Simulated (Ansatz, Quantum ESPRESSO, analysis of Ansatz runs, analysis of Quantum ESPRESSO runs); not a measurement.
## Reproducing a measured local vibrational mode: N3VH centre in diamond (Quantum ESPRESSO)

How near does this set-up come to the measured local vibrational mode? Subject: N3VH centre in diamond. Set-up: PBE, GBRV 1.5 PBE, 64-site cell, PBE lattice, k: the zone centre alone, symmetric start, start relaxed with Ansatz. The model is a cell of 64 host atoms with 1 site emptied, N put on another atom's site, N put on another atom's site, N put on another atom's site and H put in between. The frequencies come from force constants among the defect atom and its neighbours, with the masses of the isotopes named. Another start tests whether the structure found is the lowest.

**The experiment.** C-H stretch, 1H: 3107 cm⁻¹, by FTIR absorption (quoted in “Hydrogen-related defects in diamond: A comparison between observed and calculated FTIR spectra”, 2024, M.C. Day et al., quoting earlier work (2014)). C-H bend, 1H: 1405 cm⁻¹, by FTIR absorption (quoted in “Hydrogen-related defects in diamond: A comparison between observed and calculated FTIR spectra”, 2024, M.C. Day et al., quoting earlier work (1991)). The calculation is set beside it at the end.

Program: Quantum ESPRESSO 7.5. Level of theory: Quantum ESPRESSO plane-wave DFT, PBE, GBRV 1.5 PBE potentials; relaxation of all atoms of a defect supercell. Results are calculated unless marked as measured.

## (1) Starting point

The cell holds 64 atoms: 60 C, 3 N and 1 H. Cell: a = 7.142 Å, b = 7.142 Å, c = 7.142 Å, α = 90.0°, β = 90.0°, γ = 90.0°. It derives from C (space group Fd-3m). Nearest the centre at fractional (0.375, 0.375, 0.375): H64 at 0.57 Å, C48 at 1.64 Å, N4 at 1.69 Å, N26 at 1.69 Å, N41 at 1.69 Å, C5 at 2.52 Å, C14 at 2.52 Å, C13 at 2.52 Å.

The host's primitive cell comes from a first run (Quantum ESPRESSO plane-wave DFT, PBE, GBRV 1.5 PBE potentials; relaxation of cell and atoms of a defect-free cell): vectors of 2.525, 2.525 and 2.525 Å. That is 5.69 Å³ an atom, 0.4 % over the diffraction cell's volume. The supercell is built on it.

This program's steps are dear, so the start below was first relaxed with Ansatz (plane-wave PAW DFT, PBE; 11 s).

## (2) Relaxation, charge 0

Every later number rests on the structure around the defect, so the atoms are relaxed at the host's lattice first.

Contents of pw.in:

```
&CONTROL
  calculation = 'relax'
  prefix = 'pwscf'
  outdir = './tmp'
  pseudo_dir = './pseudo'
  tprnfor = .true.
  disk_io = 'low'
  nstep = 70
  forc_conv_thr = 0.00039
  etot_conv_thr = 0.0001
/
&SYSTEM
  ibrav = 0
  nat = 64
  ntyp = 3
  ecutwfc = 45
  ecutrho = 360
  nbnd = 132
  occupations = 'smearing'
  smearing = 'fd'
  degauss = 0.00073499
/
&ELECTRONS
  conv_thr = 6d-08
  electron_maxstep = 100
  mixing_beta = 0.5
/
&IONS
  ion_dynamics = 'bfgs'
/
ATOMIC_SPECIES
C     12.0110 c_pbe_v1.2.uspp.F.UPF
N     14.0070 n_pbe_v1.2.uspp.F.UPF
H      1.0080 h_pbe_v1.4.uspp.F.UPF
CELL_PARAMETERS angstrom
   7.1418068620    0.0000000000    0.0000000000
   0.0000000000    7.1418068620    0.0000000000
   0.0000000000    0.0000000000    7.1418068620
ATOMIC_POSITIONS crystal
C     -0.0014664441   -0.0014664441    0.2503389194
C     -0.0014514700    0.2499494786   -0.0013619757
C      0.2499494786   -0.0014514700   -0.0013619757
N      0.2382209421    0.2382209421    0.2380348187
C      0.1259596931    0.1259596931    0.3694062690
C      0.1254267320    0.3695668445    0.1254309834
C      0.3695668445    0.1254267320    0.1254309834
C      0.0004921939    0.0004921939    0.7495078061
C      0.0029949100    0.2525678298    0.4974321702
C      0.2525678298    0.0029949100    0.4974321702
C      0.2525678298    0.2525678298    0.7470050900
C      0.1253640060    0.1253640060    0.8730277078
C      0.1259596931    0.3805937310    0.6240403069
C      0.3805937310    0.1259596931    0.6240403069
C      0.3749514914    0.3749514914    0.8749964777
C      0.0024720393    0.4974569610    0.2525430390
C     -0.0000424029    0.7492947951    0.0007052049
C      0.2511120038    0.4984158785    0.0016018101
C      0.2511120038    0.7483981899    0.2515841215
C      0.1254267320    0.6245690166    0.3804331555
C      0.1244443168    0.8736232323    0.1256587409
C      0.3765011912    0.6258000460    0.1241999540
C      0.3749514914    0.8750035223    0.3750485086
C     -0.0014664441    0.4996610806    0.7514664441
C     -0.0014514700    0.7513619757    0.5000505214
N      0.2382209421    0.5119651813    0.5117790579
C      0.2499494786    0.7513619757    0.7514514700
C      0.1244443168    0.6243412591    0.8763767677
C      0.1253640060    0.8769722922    0.6246359940
C      0.3695668445    0.6245690166    0.6245732680
C      0.3748576014    0.8748972902    0.8751027098
C      0.4974569610    0.0024720393    0.2525430390
C      0.4984158785    0.2511120038    0.0016018101
C      0.7492947951   -0.0000424029    0.0007052049
C      0.7483981899    0.2511120038    0.2515841215
C      0.6245690166    0.1254267320    0.3804331555
C      0.6258000460    0.3765011912    0.1241999540
C      0.8736232323    0.1244443168    0.1256587409
C      0.8750035223    0.3749514914    0.3750485086
C      0.4996610806   -0.0014664441    0.7514664441
N      0.5119651813    0.2382209421    0.5117790579
C      0.7513619757   -0.0014514700    0.5000505214
C      0.7513619757    0.2499494786    0.7514514700
C      0.6243412591    0.1244443168    0.8763767677
C      0.6245690166    0.3695668445    0.6245732680
C      0.8769722922    0.1253640060    0.6246359940
C      0.8748972902    0.3748576014    0.8751027098
C      0.5075750624    0.5075750624    0.2424249376
C      0.4988522078    0.7509298527   -0.0009298527
C      0.7509298527    0.4988522078   -0.0009298527
C      0.7509298527    0.7509298527    0.2511477922
C      0.6258000460    0.6258000460    0.3734988088
C      0.6243160951    0.8762210641    0.1256839049
C      0.8762210641    0.6243160951    0.1256839049
C      0.8748972902    0.8748972902    0.3751423986
C      0.4974569610    0.4974569610    0.7475279607
C      0.4984158785    0.7483981899    0.4988879962
C      0.7483981899    0.4984158785    0.4988879962
C      0.7492947951    0.7492947951    0.7500424029
C      0.6243160951    0.6243160951    0.8737789359
C      0.6243412591    0.8736232323    0.6255556832
C      0.8736232323    0.6243412591    0.6255556832
C      0.8747639913    0.8747639913    0.8752360087
H      0.4209873019    0.4209873019    0.3290126981
K_POINTS gamma
```

The run is started by

```bash
> OMP_NUM_THREADS=1 mpirun -n 4 pw.x -in pw.in > pw.out
```

The log of the run:

```text
This program is part of the open-source Quantum ESPRESSO suite
     for quantum simulation of materials; please cite
         "P. Giannozzi et al., J. Phys.:Condens. Matter 21 395502 (2009);
         "P. Giannozzi et al., J. Phys.:Condens. Matter 29 465901 (2017);
         "P. Giannozzi et al., J. Chem. Phys. 152 154105 (2020);
          URL
     in publications or presentations arising from this work. More details at

     gamma-point specific algorithms are used
     Message from routine setup:
     using ibrav=0 with symmetry is DISCOURAGED, use correct ibrav instead

     Subspace diagonalization in iterative solution of the eigenvalue problem:
     a serial algorithm will be used

     --------------------
     sticks:   dense  smooth     PW     G-vecs:    dense   smooth      PW
     Min        1301     649    164                70809    25090    3132
     Max        1304     652    165                70812    25098    3137
     Sum        5209    2601    657               283241   100377   12533

     Using Slab Decomposition

     bravais-lattice index     =            0
     lattice parameter (alat)  =      13.4961  a.u.
     unit-cell volume          =    2458.2209 (a.u.)^3
     number of atoms/cell      =           64
     number of atomic types    =            3
     number of electrons       =       256.00
     number of Kohn-Sham states=          132
     kinetic-energy cutoff     =      45.0000  Ry
     charge density cutoff     =     360.0000  Ry
     scf convergence threshold =      6.0E-08
     mixing beta               =       0.5000
     number of iterations used =            8  plain     mixing
     energy convergence thresh.=      1.0E-04
     force convergence thresh. =      3.9E-04
     Exchange-correlation=  SLA  PW   PBX  PBC
                           (   1   4   3   4   0   0   0)
     nstep                     =           70

     celldm(1)=  13.496059  celldm(2)=   0.000000  celldm(3)=   0.000000
     celldm(4)=   0.000000  celldm(5)=   0.000000  celldm(6)=   0.000000

     crystal axes: (cart. coord. in units of alat)
               a(1) = (   1.000000   0.000000   0.000000 )
               a(2) = (   0.000000   1.000000   0.000000 )
               a(3) = (   0.000000   0.000000   1.000000 )

     reciprocal axes: (cart. coord. in units 2 pi/alat)
               b(1) = (  1.000000  0.000000  0.000000 )
               b(2) = (  0.000000  1.000000  0.000000 )
               b(3) = (  0.000000  0.000000  1.000000 )

     PseudoPot. # 1 for C  read from file:
     c_pbe_v1.2.uspp.F.UPF
     Pseudo is Ultrasoft + core correction, Zval =  4.0
     Generated by new atomic code, or converted to UPF format
     Using radial grid of  721 points,  4 beta functions with:
                l(1) =   0
                l(2) =   0
                l(3) =   1
                l(4) =   1
     Q(r) pseudized with  8 coefficients,  rinner =    1.100   1.100   1.100

     PseudoPot. # 2 for N  read from file:
     n_pbe_v1.2.uspp.F.UPF
     Pseudo is Ultrasoft + core correction, Zval =  5.0
     Generated by new atomic code, or converted to UPF format
     Using radial grid of  729 points,  4 beta functions with:
                l(1) =   0
                l(2) =   0
                l(3) =   1
                l(4) =   1
     Q(r) pseudized with  8 coefficients,  rinner =    0.900   0.900   0.900

     PseudoPot. # 3 for H  read from file:
     h_pbe_v1.4.uspp.F.UPF
     Pseudo is Ultrasoft, Zval =  1.0
     Generated by new atomic code, or converted to UPF format
     Using radial grid of  615 points,  2 beta functions with:
                l(1) =   0
                l(2) =   0
     Q(r) pseudized with  8 coefficients,  rinner =    0.700

     atomic species   valence    mass     pseudopotential
     C                 4.00    12.01100     C ( 1.00)
     N                 5.00    14.00700     N ( 1.00)
     H                 1.00     1.00800     H ( 1.00)

      6 Sym. Ops. (no inversion) found ( 4 have fractional translation)

   Cartesian axes

     site n.     atom                  positions (alat units)
         1        C      tau(   1) = (  -0.0014664  -0.0014664   0.2503389  )
         2        C      tau(   2) = (  -0.0014515   0.2499495  -0.0013620  )
         3        C      tau(   3) = (   0.2499495  -0.0014515  -0.0013620  )
         4        N      tau(   4) = (   0.2382209   0.2382209   0.2380348  )
         5        C      tau(   5) = (   0.1259597   0.1259597   0.3694063  )
         6        C      tau(   6) = (   0.1254267   0.3695668   0.1254310  )
         7        C      tau(   7) = (   0.3695668   0.1254267   0.1254310  )
         8        C      tau(   8) = (   0.0004922   0.0004922   0.7495078  )
         9        C      tau(   9) = (   0.0029949   0.2525678   0.4974322  )
        10        C      tau(  10) = (   0.2525678   0.0029949   0.4974322  )
        11        C      tau(  11) = (   0.2525678   0.2525678   0.7470051  )
        12        C      tau(  12) = (   0.1253640   0.1253640   0.8730277  )
        13        C      tau(  13) = (   0.1259597   0.3805937   0.6240403  )
        14        C      tau(  14) = (   0.3805937   0.1259597   0.6240403  )
        15        C      tau(  15) = (   0.3749515   0.3749515   0.8749965  )
        16        C      tau(  16) = (   0.0024720   0.4974570   0.2525430  )
        17        C      tau(  17) = (  -0.0000424   0.7492948   0.0007052  )
[...]
26        N      tau(  26) = (   0.2382209   0.5119652   0.5117791  )
[...]
41        N      tau(  41) = (   0.5119652   0.2382209   0.5117791  )
[...]
56        C      tau(  56) = (   0.4974570   0.4974570   0.7475280  )
        57        C      tau(  57) = (   0.4984159   0.7483982   0.4988880  )
        58        C      tau(  58) = (   0.7483982   0.4984159   0.4988880  )
        59        C      tau(  59) = (   0.7492948   0.7492948   0.7500424  )
        60        C      tau(  60) = (   0.6243161   0.6243161   0.8737789  )
        61        C      tau(  61) = (   0.6243413   0.8736232   0.6255557  )
        62        C      tau(  62) = (   0.8736232   0.6243413   0.6255557  )
        63        C      tau(  63) = (   0.8747640   0.8747640   0.8752360  )
        64        H      tau(  64) = (   0.4209873   0.4209873   0.3290127  )

     number of k points=     1  Fermi-Dirac smearing, width (Ry)=  0.0007
                       cart. coord. in units 2pi/alat
        k(    1) = (   0.0000000   0.0000000   0.0000000), wk =   2.0000000

[...]
Gradient error          =      4.8E-03 Ry/Bohr

     number of scf cycles    =   2
     number of bfgs steps    =   1

     energy             old  =    -749.7944479886 Ry
     energy             new  =    -749.7944728870 Ry

     CASE: energy            _new < energy            _old

     new trust radius        =       0.0044353956 bohr
     new conv_thr            =       0.0000000006 Ry

ATOMIC_POSITIONS (crystal)
[...]
NEW-OLD atomic charge density approx. for the potential

     Self-consistent Calculation

     iteration #  1     ecut=    45.00 Ry     beta= 0.50
[...]
Threshold (ethr) on eigenvalues was too large:
     Diagonalizing with lowered threshold

[...]
total energy              =    -749.79449857 Ry
     estimated scf accuracy    <       0.00000497 Ry

     iteration #  2     ecut=    45.00 Ry     beta= 0.50
[...]
total energy              =    -749.79449906 Ry
     estimated scf accuracy    <       0.00000066 Ry

     iteration #  3     ecut=    45.00 Ry     beta= 0.50
[...]
total energy              =    -749.79449916 Ry
     estimated scf accuracy    <       0.00000013 Ry

     iteration #  4     ecut=    45.00 Ry     beta= 0.50
[...]
total energy              =    -749.79449917 Ry
     estimated scf accuracy    <       0.00000001 Ry

     iteration #  5     ecut=    45.00 Ry     beta= 0.50
     Davidson diagonalization with overlap
     ethr =  4.25E-12,  avg # of iterations =  2.0

     total energy              =    -749.79449918 Ry
     estimated scf accuracy    <          1.6E-09 Ry

     iteration #  6     ecut=    45.00 Ry     beta= 0.50
     Davidson diagonalization with overlap
     ethr =  6.33E-13,  avg # of iterations =  2.0

     End of self-consistent calculation

          k = 0.0000 0.0000 0.0000 (  6267 PWs)   bands (ev):

[...]
17.1908  17.3280  17.3280  17.5532

     the Fermi energy is    14.3529 ev

!    total energy              =    -749.79449918 Ry
     estimated scf accuracy    <          1.2E-10 Ry
     smearing contrib. (-TS)   =       0.00000000 Ry
     internal energy E=F+TS    =    -749.79449918 Ry

     The total energy is F=E-TS. E is the sum of the following terms:
     one-electron contribution =     234.72197005 Ry
     hartree contribution      =      71.71048953 Ry
     xc contribution           =    -238.14573386 Ry
     ewald contribution        =    -818.08122490 Ry

     convergence has been achieved in   6 iterations

     Forces acting on atoms (cartesian axes, Ry/au):

[...]
Total force =     0.001465     Total SCF correction =     0.000014
     Energy error            =      2.6E-05 Ry
     Gradient error          =      4.3E-04 Ry/Bohr

     number of scf cycles    =   3
     number of bfgs steps    =   2

     energy             old  =    -749.7944728870 Ry
     energy             new  =    -749.7944991756 Ry

     CASE: energy            _new < energy            _old

     new trust radius        =       0.0008050238 bohr
     new conv_thr            =       0.0000000006 Ry

ATOMIC_POSITIONS (crystal)
[...]
NEW-OLD atomic charge density approx. for the potential

     Self-consistent Calculation

     iteration #  1     ecut=    45.00 Ry     beta= 0.50
     Davidson diagonalization with overlap
     ethr =  1.00E-06,  avg # of iterations =  2.0

     Threshold (ethr) on eigenvalues was too large:
     Diagonalizing with lowered threshold

     Davidson diagonalization with overlap
     ethr =  8.80E-11,  avg # of iterations =  5.0

     total energy              =    -749.79450080 Ry
     estimated scf accuracy    <       0.00000034 Ry

     iteration #  2     ecut=    45.00 Ry     beta= 0.50
     Davidson diagonalization with overlap
     ethr =  1.31E-10,  avg # of iterations =  2.0

     total energy              =    -749.79450085 Ry
     estimated scf accuracy    <       0.00000004 Ry

     iteration #  3     ecut=    45.00 Ry     beta= 0.50
     Davidson diagonalization with overlap
     ethr =  1.67E-11,  avg # of iterations =  2.0

     total energy              =    -749.79450086 Ry
     estimated scf accuracy    <          7.5E-09 Ry

     iteration #  4     ecut=    45.00 Ry     beta= 0.50
     Davidson diagonalization with overlap
     ethr =  2.93E-12,  avg # of iterations =  2.0

     total energy              =    -749.79450086 Ry
     estimated scf accuracy    <          9.7E-10 Ry

     iteration #  5     ecut=    45.00 Ry     beta= 0.50
     Davidson diagonalization with overlap
     ethr =  3.79E-13,  avg # of iterations =  4.0

     End of self-consistent calculation

          k = 0.0000 0.0000 0.0000 (  6267 PWs)   bands (ev):

[...]
4.7615   4.9192   5.0225   5.0225   5.0591   5.1701   5.1701   5.2060
     5.3250   5.3250   5.4248   5.4534   5.4534   5.8562   6.0061   6.0061
     6.5737   6.5958   6.6119   6.6119   6.9046   6.9090   6.9090   8.2157
     8.2964   8.2964   8.3926   8.3926   8.5488   8.5903   8.5903   8.6878
     8.8349   8.8349   8.8817   8.9191   8.9191   9.0336   9.2882   9.2882
     9.4960   9.5725   9.5725   9.6395   9.9525   9.9892   9.9892  10.0084
    10.0256  10.0256  10.1311  10.1311  10.1363  10.1588  10.1588  10.2171
    10.2387  10.2387  11.7478  11.9513  11.9513  13.1073  13.4430  13.4430
    17.1912  17.3276  17.3276  17.5532

     the Fermi energy is    14.3529 ev

!    total energy              =    -749.79450086 Ry
     estimated scf accuracy    <          1.3E-10 Ry
     smearing contrib. (-TS)   =       0.00000000 Ry
     internal energy E=F+TS    =    -749.79450086 Ry

     The total energy is F=E-TS. E is the sum of the following terms:
     one-electron contribution =     234.71708923 Ry
     hartree contribution      =      71.71285747 Ry
     xc contribution           =    -238.14587714 Ry
     ewald contribution        =    -818.07857042 Ry

     convergence has been achieved in   5 iterations

     Forces acting on atoms (cartesian axes, Ry/au):

[...]
atom   57 type  1   force =     0.00000097    0.00001380   -0.00000952
     atom   58 type  1   force =     0.00001380    0.00000097   -0.00000952
     atom   59 type  1   force =     0.00003643    0.00003643   -0.00005870
     atom   60 type  1   force =     0.00005542    0.00005542   -0.00004267
     atom   61 type  1   force =     0.00003801    0.00003741   -0.00004925
     atom   62 type  1   force =     0.00003741    0.00003801   -0.00004925
     atom   63 type  1   force =     0.00000653    0.00000653   -0.00000653
     atom   64 type  3   force =    -0.00035713   -0.00035713    0.00035713

     Total force =     0.000867     Total SCF correction =     0.000014
     Energy error            =      1.7E-06 Ry
     Gradient error          =      3.6E-04 Ry/Bohr

     bfgs converged in   4 scf cycles and   3 bfgs steps
     (criteria: energy <  1.0E-04 Ry, force <  3.9E-04 Ry/Bohr)

     End of BFGS Geometry Optimization

     Final energy             =    -749.7945008594 Ry

     File ./tmp/pwscf.bfgs deleted, as requested
Begin final coordinates

ATOMIC_POSITIONS (crystal)
[...]
C                0.4984396042        0.7484065351        0.4988857351
C                0.7484065351        0.4984396042        0.4988857351
C                0.7492982203        0.7492982203        0.7500438227
C                0.6243216542        0.6243216542        0.8737849717
C                0.6243391322        0.8736304464        0.6255475507
C                0.8736304464        0.6243391322        0.6255475507
C                0.8747705585        0.8747705585        0.8752294415
H                0.4206929603        0.4206929603        0.3293070397
End final coordinates

=------------------------------------------------------------------------------=
   JOB DONE.
=------------------------------------------------------------------------------=
```

Run time: 47 s. Hardware: 4 MPI ranks of Intel Xeon Platinum 8259CL at 2.50GHz (Skylake/Cascade Lake), shared host; peak memory 0.5 GiB.

Hardly anything moved in the relaxation; the energy changed by under 0.2 meV an atom.

The atoms nearest to the centre after the run:

| atom | distance (Å) |
| --- | --- |
| H64 | 0.565 |
| C48 | 1.642 |
| N4 | 1.694 |
| N26 | 1.694 |
| N41 | 1.694 |
| C13 | 2.516 |
| C14 | 2.516 |
| C5 | 2.516 |
| C7 | 2.521 |
| C6 | 2.521 |
| C36 | 2.521 |
| C20 | 2.521 |
| C30 | 2.521 |
| C45 | 2.521 |
| C37 | 2.533 |
| C22 | 2.533 |

Neighbours of the added atoms: H64: C48 1.08, N4 1.96, N26 1.96 Å.

(Part 1 of 2 ends here.)

[Logs are printed without paths, hosts, clocks, repeated set-up lines and the standing remarks that a program may print on its own settings, such as how far it seeks lower states.]

[Hosts, paths, dates, database ids (printed as entryN), source tags and the programs' standing remarks are cut or masked in the printed files.]

[For some hosts the program warned that the k-mesh of the response run may be too coarse for force constants and the static dielectric constant; such warnings are not shown here.]
